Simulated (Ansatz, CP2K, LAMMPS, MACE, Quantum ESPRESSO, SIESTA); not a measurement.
# Structure and levels of amorphous 89SiO2-11P2O5 (mol %) (96 atoms) across programs

Aim: relax amorphous 89SiO2-11P2O5 (mol %) (96 atoms), then compare forces, pressure and levels from several programs at that geometry.

All numbers are calculated, not measured.

### 1. Set-up

The cell holds 96 atoms (25 Si, 6 P and 65 O), with edges of 11.26, 11.26 and 11.26 Å. Recipe: 96 atoms (25 Si, 6 P, 65 O) placed at random at 2.24 g/cm³, melted at 5000 K for 10 ps at fixed volume with the Morse and Coulomb pair potential with partial charges (Pedone, Malavasi, Menziani, Cormack and Segre, J. Phys. Chem. B 110, 11780 (2006)). Quenched from 5000 K to 300 K at 50 K/ps and fixed volume, held 5 ps, then minimised at fixed cell. Then the atoms were relaxed with MACE MP-0b3 medium in the fixed cell. Then the atoms were relaxed with CP2K double zeta, PBE.

### 2. The relaxation

CP2K double zeta (DZVP-MOLOPT-SR, GTH-PBE potentials, 480 Ry; k-points Γ) took 28 geometry steps and reached its thresholds. It started from the geometry that MACE MP-0b3 medium had relaxed.

It took 9.7 min on 4 MPI ranks of AMD EPYC 9R14 (Zen 4), shared host; peak memory 2.5 GiB.

```
                                 before           after
      energy (meV/atom)               0            -3.4
Si-O bonds under 2.16 Å  101 at 1.654 Å  101 at 1.658 Å
 O-P bonds under 2.11 Å   25 at 1.575 Å   25 at 1.583 Å
```

Atoms moved by 0.03 Å r.m.s. and 0.06 Å at most, with the common shift taken off.

### 3. Local order after relaxation

Density 2.24 g/cm³, 14.88 Å³ an atom.

Pair distribution functions g(r), in bins of 0.2 Å:

| r (Å) | total | O-O | O-Si | O-P | Si-Si | Si-P | P-P |
| --- | --- | --- | --- | --- | --- | --- | --- |
| 1.40 | 0.17 | 0.00 | 0.00 | 2.01 | 0.00 | 0.00 | 0.00 |
| 1.60 | 5.06 | 0.00 | 11.58 | 11.53 | 0.00 | 0.00 | 0.00 |
| 1.80 | 0.53 | 0.00 | 1.26 | 0.98 | 0.00 | 0.00 | 0.00 |
| 2.00 | 0.00 | 0.00 | 0.00 | 0.00 | 0.00 | 0.00 | 0.00 |
| 2.20 | 0.02 | 0.05 | 0.00 | 0.00 | 0.00 | 0.00 | 0.00 |
| 2.40 | 0.30 | 0.65 | 0.00 | 0.00 | 0.00 | 0.00 | 0.00 |
| 2.60 | 1.98 | 4.30 | 0.00 | 0.00 | 0.00 | 0.00 | 0.00 |
| 2.80 | 1.22 | 2.49 | 0.22 | 0.00 | 0.00 | 0.00 | 0.00 |
| 3.00 | 0.68 | 0.59 | 0.27 | 0.15 | 2.01 | 4.96 | 0.00 |
| 3.20 | 0.88 | 0.69 | 0.30 | 0.14 | 4.96 | 3.38 | 0.00 |
| 3.40 | 0.57 | 0.46 | 0.64 | 1.25 | 0.16 | 0.32 | 0.00 |
| 3.60 | 0.86 | 0.52 | 1.42 | 1.36 | 0.14 | 0.00 | 0.00 |
| 3.80 | 1.01 | 0.46 | 1.72 | 1.50 | 0.75 | 0.26 | 0.00 |
| 4.00 | 1.05 | 0.59 | 1.68 | 1.81 | 0.34 | 0.49 | 0.00 |
| 4.20 | 1.21 | 0.65 | 1.86 | 1.82 | 1.04 | 0.43 | 3.67 |
| 4.40 | 1.04 | 0.93 | 1.18 | 0.99 | 0.76 | 2.15 | 0.00 |
| 4.60 | 1.06 | 1.49 | 0.68 | 0.41 | 1.13 | 0.71 | 1.54 |
| 4.80 | 0.95 | 1.34 | 0.49 | 0.62 | 1.02 | 1.31 | 0.00 |
| 5.00 | 1.17 | 1.65 | 0.78 | 0.52 | 0.88 | 0.75 | 2.50 |
| 5.20 | 1.12 | 1.48 | 0.74 | 0.75 | 1.29 | 1.13 | 0.00 |
| 5.40 | 0.92 | 0.84 | 0.91 | 0.99 | 1.37 | 1.18 | 1.05 |

Bonds by pair of elements; cutoffs follow the first minimum of g(r), held within bounds set by covalent radii, and pairs that aren't listed don't count as bonded:

| pair A-B | cutoff (Å) | bonds | mean length (Å) | spread (Å) | shortest (Å) | B about A | A about B |
| --- | --- | --- | --- | --- | --- | --- | --- |
| O-Si | 2.16 | 101 | 1.66 | 0.045 | 1.54 | 1.55 | 4.04 |
| O-P | 2.11 | 25 | 1.58 | 0.061 | 1.46 | 0.385 | 4.17 |

How many atoms have how many bonded neighbours:

```csv
element,mean,1,2,4,5
O,1.94,4,61,0,0
P,4.17,0,0,5,1
Si,4.04,0,0,24,1
```

Bond angles (no mean is given where the spread exceeds 20°):

| angle | count | mean (°) | spread (°) |
| --- | --- | --- | --- |
| O-Si-O | 154 | 109 | 8.4 |
| O-P-O | 40 | 109 | 13.7 |
| Si-O-Si | 39 | 148 | 11.3 |
| P-O-Si | 22 | 144 | 12.7 |

Oxygen atoms by the number of network formers (Si, P, Ge, B, Al, As, Ga) bound to them:

```csv
network formers bound to O,O atoms,per cent
0,0,0
1,4,6.2
2,61,93.8
```

Network units: each former by its oxygen neighbours and how many of them bridge to another former:

| former | O neighbours | bridging O | atoms |
| --- | --- | --- | --- |
| Si | 4 | 3 | 1 |
| Si | 4 | 4 | 23 |
| Si | 5 | 5 | 1 |
| P | 4 | 3 | 3 |
| P | 4 | 4 | 2 |
| P | 5 | 5 | 1 |

Bond length by coordination (bonds to H left out):

```
element  coordination  atoms  mean bond length (Å)
      O             1      4                  1.48
      O             2     61                  1.65
      P             4      5                  1.56
      P             5      1                  1.66
     Si             4     24                  1.65
     Si             5      1                  1.75
```

Rings of the network by King's shortest-path rule, up to 12 atoms, one path for each pair of neighbours; H, halogens, alkali and alkaline-earth atoms are left out, and the last column divides by all other atoms, bonded or not:

```csv
ring size (atoms),rings,per network atom
8,6,0.062
10,10,0.104
12,17,0.177
```

First main peaks of g(r), for some of the pairs, lie near 2.6 Å (O-O), 1.6 Å (O-Si), 1.6 Å (O-P), 3.2 Å (Si-Si) and 3.1 Å (Si-P). By these cutoffs 94 % of O atoms have 2, 83 % of P atoms have 4 and 96 % of Si atoms have 4 bonded neighbours. The O-Si-O angle averages 109° with a spread of 8°. 94 % of the oxygens bridge two formers (Si and P) and 6 % are non-bridging. The commonest Si unit has 4 oxygens, 4 of them shared with other formers (23 of 25 atoms). Rings of 12 atoms are the most common (52 % of those counted); sizes run from 8 to 12, where the search stops.

### 4. The plane-wave reference

Quantum ESPRESSO 7.5: Kohn-Sham DFT, PBE, SSSP efficiency 1.3.0 pseudopotentials, plane waves. Its input for the relaxed cell:

```
&control
  calculation = 'scf'
  pseudo_dir = './pseudo'
  outdir = './tmp'
  disk_io = 'none'
  tprnfor = .true.
  tstress = .true.
/
&system
  ibrav = 0
  nat = 96
  ntyp = 3
  ecutwfc = 60
  ecutrho = 480
  nosym = .true.
  occupations = 'smearing'
  smearing = 'fd'
  degauss = 0.003675
/
&electrons
  conv_thr = 4.8e-07
  electron_maxstep = 100
  mixing_beta = 0.4
  mixing_mode = 'plain'
  diagonalization = 'david'
/
ATOMIC_SPECIES
Si 28.085 Si.upf
P 30.974 P.upf
O 15.999 O.upf
CELL_PARAMETERS angstrom
11.26190 0.00000 0.00000
0.00000 11.26190 0.00000
0.00000 0.00000 11.26190
ATOMIC_POSITIONS crystal
Si 0.51971 0.76576 0.02660
Si 0.24649 0.09530 0.93553
Si 0.97016 0.01977 0.97864
[... 91 atom lines left out ...]
O 0.31276 0.87980 0.63920
O 0.39848 0.69966 0.06714
K_POINTS gamma
```

Wall time 2.5 min (4 MPI ranks of AMD EPYC 9R14 (Zen 4), shared host); peak memory 4.7 GiB; 9.8 min of CPU time.

### 5. Side by side

CPU times are from a shared host and are rough.

| level | basis or training data | k-points | own r.m.s. force (meV/Å) | difference from the reference (meV/Å) | pressure (GPa) | Kohn-Sham gap (eV) | CPU time | memory (GiB) |
| --- | --- | --- | --- | --- | --- | --- | --- | --- |
| QE, PBE | plane waves, SSSP efficiency, 60/480 Ry | Γ | 136 | - | -4.52 | 2.83 | 9.8 min | 4.7 |
| CP2K triple zeta, PBE | TZV2P-UZH, GTH-PBE potentials, 600 Ry | Γ | 159 | 98 | -5.84 | 2.78 | 12 min | 7.0 |
| SIESTA DZP, PBE | DZP orbitals, shift 0.01 Ry, mesh 400 Ry | Γ | 188 | 198 | -2.25 | 2.84 | 4.1 min | 2.1 |
| MACE MP-0b3 medium | trained on PBE(+U) plane-wave data | - | 167 | 96 | -4.58 | - | 7.5 s | 1.1 |

The gap is the spacing of the highest filled and lowest empty Kohn-Sham level on the mesh; a dash marks partly filled levels, a spacing under 0.15 eV or a method without such levels.

### 6. What came out

Relaxation in the fixed cell lowers the energy by 3 meV/atom at its own level and moves atoms by up to 0.06 Å. The reference finds an r.m.s. force of 136 meV/Å there and a pressure of -4.52 GPa, at a geometry that CP2K double zeta made. Forces differ from the reference's by 96 meV/Å (MACE MP-0b3 medium), 98 meV/Å (CP2K triple zeta, PBE) and 198 meV/Å (SIESTA DZP, PBE).

CP2K double zeta is at its own minimum here, so the reference's force is itself a measure of how the two differ. Pressures lie -0.1 GPa (MACE MP-0b3 medium), -1.3 GPa (CP2K triple zeta, PBE) and +2.3 GPa (SIESTA DZP, PBE) from the reference's. The highest filled and lowest empty levels lie 2.83 eV apart in the reference, against 2.78 eV in CP2K triple zeta, PBE and 2.84 eV in SIESTA DZP, PBE. By these cutoffs 94 % of O atoms have 2, 83 % of P atoms have 4 and 96 % of Si atoms have 4 bonded neighbours. 94 % of the oxygens bridge two formers (Si and P) and 6 % are non-bridging.

**Limits.** The density was set by the recipe and held. One sample of a disordered cell; defect or tail levels can set the gap. Gaps are read on the mesh, which holds the band edges only if they fold onto it, and semilocal functionals tend to put them under measured ones. The quench rate of 50 K/ps is many orders above laboratory rates, so the cell is likely richer in defects and strain than a real sample. The reference samples only Γ, in a cell whose shortest periodic width is 11 Å. The plane-wave runs aren't exact: their cutoffs and mesh weren't converged further here. SIESTA's automatically made basis is far from complete, and its potentials were converted by us (checked for H, C, O, Si, Ge and Ca alone). Where levels are smeared, the DFT runs use Fermi–Dirac occupations at 580 K (0.05 eV), and energies are free energies.

[Logs are printed without paths, hosts, clocks, repeated set-up lines and the standing remarks that a program may print on its own settings, such as how far it seeks lower states.]

[Hosts, paths, dates, database ids (printed as entryN), source tags and the programs' standing remarks are cut or masked in the printed files.]
